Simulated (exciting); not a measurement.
# Electron–core-hole interaction in the Lu L₃ spectrum of LuBrO

How far do the exchange and direct terms reshape the Lu L₃ edge of LuBrO?

Program: exciting sodium. Level of theory: X-ray absorption, core-level Bethe-Salpeter equation, exchange and statically screened direct term, Tamm-Dancoff, all-electron LAPW+lo LDA. Results are calculated unless marked as measured.

Most raw output is cut from this account.

**1. The structure**

Symmetry: P4/nmm, No. 129, tetragonal system. The conventional cell has a = 3.765 Å, b = 3.765 Å, c = 8.354 Å, α = 90.00°, β = 90.00°, γ = 90.00°. Nearest to Lu lie 4 O at 2.18 Å and 5 Br at 3.12 to 3.85 Å and 8 Lu at 3.47 to 3.76 Å. Nearest to Br lie 5 Lu at 3.12 to 3.85 Å. Nearest to O lie 4 Lu at 2.18 Å. Farther neighbours and most contacts between anions are not listed.

Coordinates:

```xyz
6
Lattice="3.7646 0.0000 0.0000 0.0000 3.7646 0.0000 0.0000 0.0000 8.3540" Properties=species:S:1:pos:R:3 pbc="T T T"
Lu    1.8823    0.0000    5.2861
Lu    0.0000    1.8823    3.0679
Br    0.0000    1.8823    6.9188
Br    1.8823    0.0000    1.4352
O     1.8823    1.8823    4.1770
O     0.0000    0.0000    4.1770
```

Differences between curves are given as r.m.s. difference over r.m.s. height.

**2. The self-consistent potential**

The species files are the program's own, with muffin-tin radii set in the input.

Input file input.xml:

```
<input>
  <title>LuBrO</title>
  <structure speciespath="." autormt="false" epslat="1.0e-5">
    <crystal>
      <basevect>7.1140629675 0.0000000000 0.0000000000</basevect>
      <basevect>0.0000000000 7.1140629675 0.0000000000</basevect>
      <basevect>0.0000000000 0.0000000000 15.7867720422</basevect>
    </crystal>
    <species speciesfile="Lu.xml" rmt="2.240">
      <atom coord="0.5000000000 0.0000000000 0.6327600000"/>
      <atom coord="0.0000000000 0.5000000000 0.3672400000"/>
    </species>
    <species speciesfile="Br.xml" rmt="2.300">
      <atom coord="0.0000000000 0.5000000000 0.8282000000"/>
      <atom coord="0.5000000000 0.0000000000 0.1718000000"/>
    </species>
    <species speciesfile="O.xml" rmt="1.765">
      <atom coord="0.5000000000 0.5000000000 0.5000000000"/>
      <atom coord="0.0000000000 0.0000000000 0.5000000000"/>
    </species>
  </structure>
  <groundstate do="fromscratch" xctype="LDA_PW" ngridk="4 4 2" rgkmax="7" gmaxvr="14" nempty="8" swidth="0.001" maxscl="100" epsengy="1e-5"/>
</input>
```

Launch:

```
$ OMP_NUM_THREADS=1 mpirun -n 2 exciting
```

It took 3.5 min on 2 MPI ranks of Arm Neoverse V1, shared host.

The mesh shows a gap of 3.90 eV. Core levels (Dirac, from the valence top):

| atom | level | energy (eV) |
| --- | --- | --- |
| Lu | 3s1/2 | -2425.7 |
| Lu | 3p1/2 | -2210.3 |
| Lu | 3p3/2 | -1972.3 |
| Lu | 3d3/2 | -1605.7 |
| Lu | 3d5/2 | -1553.7 |
| Lu | 4s1/2 | -476.5 |
| Lu | 4p1/2 | -388.9 |
| Lu | 4p3/2 | -334.5 |
| Lu | 4d3/2 | -190.2 |
| Lu | 4d5/2 | -180.2 |

**3. A richer basis for the empty states**

Each species file gets more local orbitals, built from u and its energy derivative at 0.15 Ha and u at 0.9 Ha.

input.xml is that of step 2.

Input file SPECIES.xml, added lines:

```
<lo l="L">  <!-- L = 0, 1, 2, and 3 from Cs on -->
  <wf matchingOrder="0" trialEnergy="0.1500" searchE="false"/>
  <wf matchingOrder="1" trialEnergy="0.1500" searchE="false"/>
  <wf matchingOrder="0" trialEnergy="0.9000" searchE="false"/>
</lo>
```

Launch:

```
$ OMP_NUM_THREADS=1 mpirun -n 2 exciting
```

It took 3.8 min on 2 MPI ranks.

Against the first ground state the total energy moves by -11 meV an atom and the gap by 0.00 eV.

**4. Screening, kernels and BSE for Lu atom 1**

The absorber has 4 O at 2.18 Å (4-fold, site symmetry 4mm).

Edit input.xml of step 3 so:

```diff
@@ -21,3 +21,19 @@
   </structure>
-  <groundstate do="fromscratch" xctype="LDA_PW" ngridk="4 4 2" rgkmax="7" gmaxvr="14" nempty="8" swidth="0.001" maxscl="100" epsengy="1e-5"/>
+  <groundstate do="skip" xctype="LDA_PW" ngridk="4 4 2" rgkmax="7" gmaxvr="14" nempty="8" swidth="0.001" maxscl="100" epsengy="1e-5"/>
+  <xs xstype="BSE" ngridk="3 3 2" ngridq="3 3 2" vkloff="0.097 0.273 0.493" rgkmax="7" nempty="54" gqmax="3" lmaxapwwf="5" lmaxemat="3" broad="0.08599" tevout="true">
+    <energywindow intv="335.152 336.769" points="439"/>
+    <screening screentype="full" nempty="83"/>
+    <BSE xas="true" xasspecies="1" xasatom="1" xasedge="L3" bsetype="singlet" nstlxas="1 50"/>
+    <qpointset>
+      <qpoint>0 0 0</qpoint>
+    </qpointset>
+    <plan>
+      <doonly task="xsgeneigvec"/>
+      <doonly task="writepmatxs"/>
+      <doonly task="scrgeneigvec"/>
+      <doonly task="scrwritepmat"/>
+      <doonly task="screen"/>
+      <doonly task="scrcoulint"/>
+    </plan>
+  </xs>
 </input>
```

Input file input.xml for the exchange start (cutoff and plan only):

```
  gqmax="2"
  <plan>
    <doonly task="exccoulint"/>
  </plan>
```

Input file input.xml for the last start (plan only):

```
  <plan>
    <doonly task="bse"/>
  </plan>
```

Launch:

```
$ OMP_NUM_THREADS=1 mpirun -n 2 exciting
$ OMP_NUM_THREADS=1 mpirun -n 2 exciting
$ OMP_NUM_THREADS=2 exciting
```

Run time: 28 min. Hardware: 2 MPI ranks.

Wall time by task: xsgeneigvec 25 s, writepmatxs 16 s, scrgeneigvec 20 s, scrwritepmat 8.3 s, screen 3.7 min, scrcoulint 4.3 min, exccoulint 18 min, bse 46 s.

The Lu L₃ spectrum of Lu atom 1 (energy from the Kohn–Sham onset, core level to the lowest empty state found on the meshes used, 9131.94 eV; the ground-state mesh sets it, and the shifted mesh has its lowest transition 0.30 eV above it; Im ε scaled to the maximum of the singlet run; cut below the end of the band set):

| E (eV) | isotropic | ε ⊥ c | ε ∥ c |
| --- | --- | --- | --- |
| -11.5 | 0.06 | 0.06 | 0.06 |
| -11.0 | 0.06 | 0.06 | 0.07 |
| -10.5 | 0.07 | 0.07 | 0.07 |
| -10.0 | 0.08 | 0.08 | 0.08 |
| -9.5 | 0.09 | 0.08 | 0.09 |
| -9.0 | 0.10 | 0.09 | 0.10 |
| -8.5 | 0.11 | 0.10 | 0.11 |
| -8.0 | 0.12 | 0.12 | 0.12 |
| -7.5 | 0.14 | 0.13 | 0.14 |
| -7.0 | 0.16 | 0.15 | 0.16 |
| -6.5 | 0.18 | 0.18 | 0.19 |
| -6.0 | 0.21 | 0.21 | 0.22 |
| -5.5 | 0.25 | 0.24 | 0.26 |
| -5.0 | 0.29 | 0.29 | 0.31 |
| -4.5 | 0.36 | 0.34 | 0.38 |
| -4.0 | 0.43 | 0.42 | 0.46 |
| -3.5 | 0.53 | 0.51 | 0.56 |
| -3.0 | 0.64 | 0.62 | 0.67 |
| -2.5 | 0.76 | 0.74 | 0.78 |
| -2.0 | 0.87 | 0.86 | 0.88 |
| -1.5 | 0.96 | 0.96 | 0.95 |
| -1.0 | 1.00 | 1.01 | 0.98 |
| -0.5 | 0.99 | 1.00 | 0.96 |
| 0.0 | 0.94 | 0.96 | 0.90 |
| 0.5 | 0.86 | 0.89 | 0.82 |
| 1.0 | 0.78 | 0.80 | 0.74 |
| 1.5 | 0.70 | 0.72 | 0.66 |
| 2.0 | 0.63 | 0.64 | 0.59 |
| 2.5 | 0.56 | 0.57 | 0.53 |
| 3.0 | 0.50 | 0.51 | 0.48 |
| 3.5 | 0.45 | 0.46 | 0.44 |
| 4.0 | 0.41 | 0.42 | 0.40 |
| 4.5 | 0.38 | 0.39 | 0.38 |
| 5.0 | 0.36 | 0.36 | 0.36 |
| 5.5 | 0.35 | 0.34 | 0.36 |
| 6.0 | 0.34 | 0.33 | 0.35 |
| 6.5 | 0.33 | 0.33 | 0.35 |
| 7.0 | 0.33 | 0.32 | 0.35 |
| 7.5 | 0.32 | 0.31 | 0.35 |
| 8.0 | 0.31 | 0.30 | 0.34 |
| 8.5 | 0.30 | 0.29 | 0.32 |
| 9.0 | 0.29 | 0.28 | 0.30 |
| 9.5 | 0.27 | 0.27 | 0.29 |
| 10.0 | 0.26 | 0.26 | 0.27 |
| 10.5 | 0.25 | 0.25 | 0.26 |
| 11.0 | 0.24 | 0.24 | 0.24 |
| 11.5 | 0.24 | 0.24 | 0.24 |
| 12.0 | 0.23 | 0.23 | 0.23 |
| 12.5 | 0.23 | 0.23 | 0.23 |
| 13.0 | 0.23 | 0.23 | 0.23 |
| 13.5 | 0.23 | 0.23 | 0.23 |
| 14.0 | 0.23 | 0.23 | 0.23 |
| 14.5 | 0.23 | 0.23 | 0.23 |
| 15.0 | 0.23 | 0.24 | 0.22 |
| 15.5 | 0.23 | 0.24 | 0.22 |
| 16.0 | 0.23 | 0.23 | 0.22 |
| 16.5 | 0.22 | 0.23 | 0.21 |
| 17.0 | 0.22 | 0.22 | 0.21 |
| 17.5 | 0.21 | 0.21 | 0.20 |
| 18.0 | 0.20 | 0.20 | 0.19 |
| 18.5 | 0.19 | 0.19 | 0.18 |
| 19.0 | 0.18 | 0.18 | 0.17 |
| 19.5 | 0.17 | 0.17 | 0.16 |
| 20.0 | 0.16 | 0.16 | 0.16 |
| 20.5 | 0.15 | 0.15 | 0.15 |

Maxima (height): -0.9 eV (1.00).

The Hamiltonian has 3600 rows. The lowest groups of eigenvalues and the brightest ones, on the scale above (the program counts from the shifted mesh's onset, 0.30 eV higher). Core spinors bring spin-forbidden partners, so dark means forbidden by spin or by symmetry, and the shifted mesh splits states that symmetry would keep together:

| energy (eV) | states within 10 meV | relative strength |
| --- | --- | --- |
| -2.129 | 4 | 0.56 |
| -1.320 | 4 | 0.65 |
| -0.935 | 8 | 1.00 |
| -0.493 | 4 | 0.023 |
| -0.207 | 4 | 0.012 |
| -0.125 | 4 | 0.43 |
| 0.008 | 4 | 0.047 |
| 1.129 | 8 | 0.039 |
| 1.148 | 4 | 0.066 |

**5. Independent particles**

Edit input.xml of step 4 so:

```diff
@@ -25,3 +25,3 @@
     <screening screentype="full" nempty="83"/>
-    <BSE xas="true" xasspecies="1" xasatom="1" xasedge="L3" bsetype="singlet" nstlxas="1 50"/>
+    <BSE xas="true" xasspecies="1" xasatom="1" xasedge="L3" bsetype="IP" nstlxas="1 50"/>
     <qpointset>
@@ -30,8 +30,3 @@
     <plan>
-      <doonly task="xsgeneigvec"/>
-      <doonly task="writepmatxs"/>
-      <doonly task="scrgeneigvec"/>
-      <doonly task="scrwritepmat"/>
-      <doonly task="screen"/>
-      <doonly task="scrcoulint"/>
+      <doonly task="bse"/>
     </plan>
```

Launch:

```
$ OMP_NUM_THREADS=2 exciting
```

The job ended after 3 s (2 threads).

Maxima (height): 3.5 eV (0.79). The spectrum differs from the singlet run by 65 % r.m.s. Moving the earlier curve by +4.4 eV leaves 17 %. The highest maximum lies at 3.5 eV (0.79), against -0.9 eV (1.00).

**6. Exchange alone**

Edit input.xml of step 5 so:

```diff
@@ -25,3 +25,3 @@
     <screening screentype="full" nempty="83"/>
-    <BSE xas="true" xasspecies="1" xasatom="1" xasedge="L3" bsetype="IP" nstlxas="1 50"/>
+    <BSE xas="true" xasspecies="1" xasatom="1" xasedge="L3" bsetype="RPA" nstlxas="1 50"/>
     <qpointset>
```

Launch:

```
$ OMP_NUM_THREADS=2 exciting
```

Elapsed: 46 s, on 2 threads.

Maxima (height): 3.5 eV (0.79). The spectrum is that of the independent-particle run within 1 %.

**7. Broadening**

Changed against the first singlet run: half width (eV) from 2.34 to 0.58.

Edit input.xml of step 6 so:

```diff
@@ -22,6 +22,6 @@
   <groundstate do="skip" xctype="LDA_PW" ngridk="4 4 2" rgkmax="7" gmaxvr="14" nempty="8" swidth="0.001" maxscl="100" epsengy="1e-5"/>
-  <xs xstype="BSE" ngridk="3 3 2" ngridq="3 3 2" vkloff="0.097 0.273 0.493" rgkmax="7" nempty="54" gqmax="3" lmaxapwwf="5" lmaxemat="3" broad="0.08599" tevout="true">
+  <xs xstype="BSE" ngridk="3 3 2" ngridq="3 3 2" vkloff="0.097 0.273 0.493" rgkmax="7" nempty="54" gqmax="3" lmaxapwwf="5" lmaxemat="3" broad="0.02131" tevout="true">
     <energywindow intv="335.152 336.769" points="439"/>
     <screening screentype="full" nempty="83"/>
-    <BSE xas="true" xasspecies="1" xasatom="1" xasedge="L3" bsetype="RPA" nstlxas="1 50"/>
+    <BSE xas="true" xasspecies="1" xasatom="1" xasedge="L3" bsetype="singlet" nstlxas="1 50"/>
     <qpointset>
```

Launch:

```
$ OMP_NUM_THREADS=2 exciting
```

Run time: 46 s. Hardware: 2 threads.

Against the singlet run the r.m.s. difference is 66 %. The highest maximum lies at -1.1 eV (2.44), against -0.9 eV (1.00). Only the width of each line changes; the area stays. A table step wider than the lines misses their tops.

| E (eV) | first run | this run |
| --- | --- | --- |
| -11.0 | 0.06 | 0.02 |
| -10.0 | 0.08 | 0.02 |
| -9.0 | 0.10 | 0.03 |
| -8.0 | 0.12 | 0.03 |
| -7.0 | 0.16 | 0.04 |
| -6.0 | 0.21 | 0.06 |
| -5.0 | 0.29 | 0.10 |
| -4.0 | 0.43 | 0.18 |
| -3.0 | 0.64 | 0.47 |
| -2.0 | 0.87 | 1.48 |
| -1.0 | 1.00 | 2.43 |
| 0.0 | 0.94 | 1.49 |
| 1.0 | 0.78 | 0.86 |
| 2.0 | 0.63 | 0.59 |
| 3.0 | 0.50 | 0.42 |
| 4.0 | 0.41 | 0.26 |
| 5.0 | 0.36 | 0.24 |
| 6.0 | 0.34 | 0.28 |
| 7.0 | 0.33 | 0.37 |
| 8.0 | 0.31 | 0.37 |
| 9.0 | 0.29 | 0.28 |
| 10.0 | 0.26 | 0.22 |
| 11.0 | 0.24 | 0.21 |
| 12.0 | 0.23 | 0.18 |
| 13.0 | 0.23 | 0.23 |
| 14.0 | 0.23 | 0.24 |
| 15.0 | 0.23 | 0.25 |
| 16.0 | 0.23 | 0.27 |
| 17.0 | 0.22 | 0.28 |
| 18.0 | 0.20 | 0.21 |
| 19.0 | 0.18 | 0.19 |
| 20.0 | 0.16 | 0.15 |

**8. Ground state with other settings**

In this try the input is made faulty on purpose, to show what that does.

Edit input.xml of step 7 so:

```diff
@@ -21,14 +21,3 @@
   </structure>
-  <groundstate do="skip" xctype="LDA_PW" ngridk="4 4 2" rgkmax="7" gmaxvr="14" nempty="8" swidth="0.001" maxscl="100" epsengy="1e-5"/>
-  <xs xstype="BSE" ngridk="3 3 2" ngridq="3 3 2" vkloff="0.097 0.273 0.493" rgkmax="7" nempty="54" gqmax="3" lmaxapwwf="5" lmaxemat="3" broad="0.02131" tevout="true">
-    <energywindow intv="335.152 336.769" points="439"/>
-    <screening screentype="full" nempty="83"/>
-    <BSE xas="true" xasspecies="1" xasatom="1" xasedge="L3" bsetype="singlet" nstlxas="1 50"/>
-    <qpointset>
-      <qpoint>0 0 0</qpoint>
-    </qpointset>
-    <plan>
-      <doonly task="bse"/>
-    </plan>
-  </xs>
+  <groundstate do="fromscratch" xctype="LDA_PW" ngridk="4 4 2" rgkmax="7" gmaxvr="14" nempty="8" swidth="0.001" maxscl="3" epsengy="1e-5"/>
 </input>
```

SPECIES.xml, added lines is that of step 3.

Launch:

```
$ OMP_NUM_THREADS=1 mpirun -n 2 exciting
```

It took 40 s on 2 MPI ranks.

The fault put into the input: the self-consistent loop is cut at three steps.

**9. The levels of theory side by side**

| level | curve passes 0.15 (eV) | highest maximum (eV) | its height |
| --- | --- | --- | --- |
| IP | -2.8 | 3.5 | 0.79 |
| RPA | -2.8 | 3.5 | 0.79 |
| singlet | -7.1 | -0.9 | 1.00 |

| E (eV) | IP | RPA | singlet |
| --- | --- | --- | --- |
| -11.0 | 0.03 | 0.03 | 0.06 |
| -10.0 | 0.04 | 0.04 | 0.08 |
| -9.0 | 0.04 | 0.04 | 0.10 |
| -8.0 | 0.05 | 0.05 | 0.12 |
| -7.0 | 0.06 | 0.06 | 0.16 |
| -6.0 | 0.07 | 0.07 | 0.21 |
| -5.0 | 0.09 | 0.09 | 0.29 |
| -4.0 | 0.11 | 0.11 | 0.43 |
| -3.0 | 0.14 | 0.14 | 0.64 |
| -2.0 | 0.19 | 0.19 | 0.87 |
| -1.0 | 0.27 | 0.27 | 1.00 |
| 0.0 | 0.38 | 0.38 | 0.94 |
| 1.0 | 0.54 | 0.54 | 0.78 |
| 2.0 | 0.69 | 0.69 | 0.63 |
| 3.0 | 0.78 | 0.78 | 0.50 |
| 4.0 | 0.79 | 0.79 | 0.41 |
| 5.0 | 0.71 | 0.71 | 0.36 |
| 6.0 | 0.61 | 0.61 | 0.34 |
| 7.0 | 0.53 | 0.53 | 0.33 |
| 8.0 | 0.49 | 0.49 | 0.31 |
| 9.0 | 0.46 | 0.46 | 0.29 |
| 10.0 | 0.44 | 0.44 | 0.26 |
| 11.0 | 0.40 | 0.40 | 0.24 |
| 12.0 | 0.37 | 0.37 | 0.23 |
| 13.0 | 0.34 | 0.34 | 0.23 |
| 14.0 | 0.32 | 0.32 | 0.23 |
| 15.0 | 0.31 | 0.31 | 0.23 |
| 16.0 | 0.31 | 0.31 | 0.23 |
| 17.0 | 0.32 | 0.32 | 0.22 |
| 18.0 | 0.32 | 0.32 | 0.20 |
| 19.0 | 0.30 | 0.30 | 0.18 |
| 20.0 | 0.28 | 0.28 | 0.16 |

**10. What came out**

- absorber and edge: Lu L₃, atom 1
- surroundings: 4 O at 2.18 Å (4-fold, site symmetry 4mm)
- first bright state: -2.13 eV from the Kohn–Sham onset, on this mesh
- highest maximum: -0.9 eV
- cost of the BSE run: 28 min on 2 MPI ranks of Arm Neoverse V1, shared host; the last task ran on as many threads

In words: Is a core exciton bound? Yes on this mesh: the first bright state (over 5 % of the brightest) lies at -2.13 eV from the Kohn–Sham onset and at -2.42 eV from the lowest bare transition of its own mesh. Changing the half width (eV) from 2.34 to 0.58 alters the spectrum by 66 % r.m.s. Exchange alone changes the independent-particle spectrum by 0.0 % r.m.s. With 18 k points the binding energies are rough, and fine structure above the first lines is partly noise of the mesh. Exchange and the short-range direct term aren't converged in the kernel cutoff. The zero comes from the unshifted 4×4×2 ground-state mesh; it is exact only where the band minimum lies on that mesh. The conduction states carry no spin here, so the exchange coupling to the spinor core hole is only partly held. This core level is treated alone, with no coupling to its spin–orbit partner. The Kohn–Sham onset, 9132 eV, is no photon energy (tabulated edge of the element: 9244 eV): the scale needs a rigid shift. Bands and screening come from semilocal DFT, whose small gap overscreens. Vibrations and energy-dependent lifetimes are left out. The structure is a published determination, not relaxed.

[Logs are printed without paths, hosts, clocks, repeated set-up lines and the standing remarks that a program may print on its own settings, such as how far it seeks lower states.]

[Hosts, paths, dates, database ids (printed as entryN), source tags and the programs' standing remarks are cut or masked in the printed files.]
